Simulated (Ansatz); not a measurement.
An input for Ansatz 0.2.0 (Zn3SbN3 (Cm)):

```yaml
crystal:
  lattice:
    - [3.3938895471, -3.283248115, 0.0]
    - [3.3938895471, 3.283248115, 0.0]
    - [-3.2155964401, 0.0, 4.5561292986]
  atoms:
    - { symbol: Zn, position: [0.6401409604, 0.6401409604, 0.116410275] }
    - { symbol: Zn, position: [0.7594504422, 0.3130973596, 0.5216009281] }
    - { symbol: Zn, position: [0.3130973596, 0.7594504422, 0.5216009281] }
    - { symbol: Sb, position: [0.0615066423, 0.0615066423, 0.000724982] }
    - { symbol: "N", position: [0.4113919126, 0.9420612287, 0.3001819622] }
    - { symbol: "N", position: [0.9420612287, 0.4113919126, 0.3001819622] }
    - { symbol: "N", position: [0.6982114642, 0.6982114642, 0.8114069724] }
kpoints:
  mp_grid: { grid: [4, 4, 4] }
hamiltonian:
  xc: pbe
  pseudopotentials: { kind: paw, azcp: { folder: soft_1 } }
scf:
  occupations: { method: fixed }
gw:
  n_empty_bands: 381
  ecut_chi: 140
  qp_bands: [v2, c2]
  qp_kpoints: band_edges
  screening: { model: contour_deformation }
```

```sh
ansatz run input.yaml --threads 2 --pin off --max-ram 92160MiB --backend cuda --events-out ev --progress --plain --runs-dir out --devices 1 --max-vram 13GiB
```

Question: Estimate wall time and host memory on 1 × NVIDIA H100 80GB HBM3 (shared by 6 runs) with 2 threads of AMD EPYC 7R13 (Zen 3), shared host.

It took 61 s; on shared hardware allow 30 s to 2 min. Peak host memory was 2.1 GiB. The sizes that set the cost: 1987 plane waves a state, 24 irreducible k points, 414 bands summed, 401 plane waves in the screening and 12 SCF cycles.

The screening grows as filled bands × empty bands × pairs of k points, times the square of the screening basis for the matrix.

[Paths, hosts, dates, memory and timing lines, banners, echoed tables and standing remarks are left out of the program output.]

[Logs are printed without paths, hosts, clocks, repeated set-up lines and the standing remarks that a program may print on its own settings, such as how far it seeks lower states.]

[Runs of the session that timed out or met a known fault of the program may be left out.]

[Cells called generated may have been cut or substituted from an entry of the Crystallography Open Database or the Materials Project.]

[Hosts, paths, dates, database ids (printed as entryN), source tags and the programs' standing remarks are cut or masked in the printed files.]
